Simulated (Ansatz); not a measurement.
In doubt: masses and optical values from hybrid runs of this build are listed as unsure (in some of the runs), which bears on the screening that GW takes from such a start.

Two G0W0 runs on NaCl (Halite).

The structure is cubic, space group Fm-3m (No. 225). The conventional cell has a = 5.640 Å, b = 5.640 Å, c = 5.640 Å, α = 90.00°, β = 90.00°, γ = 90.00°. Nearest to Na lie 6 Cl at 2.82 Å. Nearest to Cl lie 6 Na at 2.82 Å. Farther neighbours and most contacts between anions are not listed.

```xyz
2
Lattice="0.0000 2.8201 2.8201 2.8201 0.0000 2.8201 2.8201 2.8201 0.0000" Properties=species:S:1:pos:R:3 pbc="T T T"
Na    0.0000    0.0000    0.0000
Cl    2.8201    2.8201    2.8201
```

The cell and positions come from the Crystallography Open Database and are kept as given unless a step says otherwise.

The first (Ansatz 0.2.0; start PBE with 20 % exact exchange, 6×6×6 mesh, 187 empty bands, screening to 150 eV, PAW set soft_1 files; 1 × NVIDIA H100 80GB HBM3 (shared by 3 runs) with 4 threads of AMD EPYC 7R13 (Zen 3), shared host) gave, on its mesh: starting gap 6.78 eV, G0W0 gap 8.61 eV, RPA ε∞ (mean) 2.10, 25 s.

The second gave: starting gap 13.74 eV, G0W0 gap 10.43 eV, RPA ε∞ (mean) 1.66, 24 s.

What was changed in the input? Choose among start, files, mesh, bands and cutoff, frequency model or another key.

Changed: start from PBE with 20 % exact exchange to Hartree-Fock. A jump of this size in the start, with ε∞ moving the other way, marks another functional. Other changes could give like numbers; this is the one that was made.

Limits: not at the basis limit.

[Paths, hosts, dates, memory and timing lines, banners, echoed tables and standing remarks are left out of the program output.]

[Logs are printed without paths, hosts, clocks, repeated set-up lines and the standing remarks that a program may print on its own settings, such as how far it seeks lower states.]

[Runs of the session that timed out or met a known fault of the program may be left out.]

[Cells called generated may have been cut or substituted from an entry of the Crystallography Open Database or the Materials Project.]

[Hosts, paths, dates, database ids (printed as entryN), source tags and the programs' standing remarks are cut or masked in the printed files.]
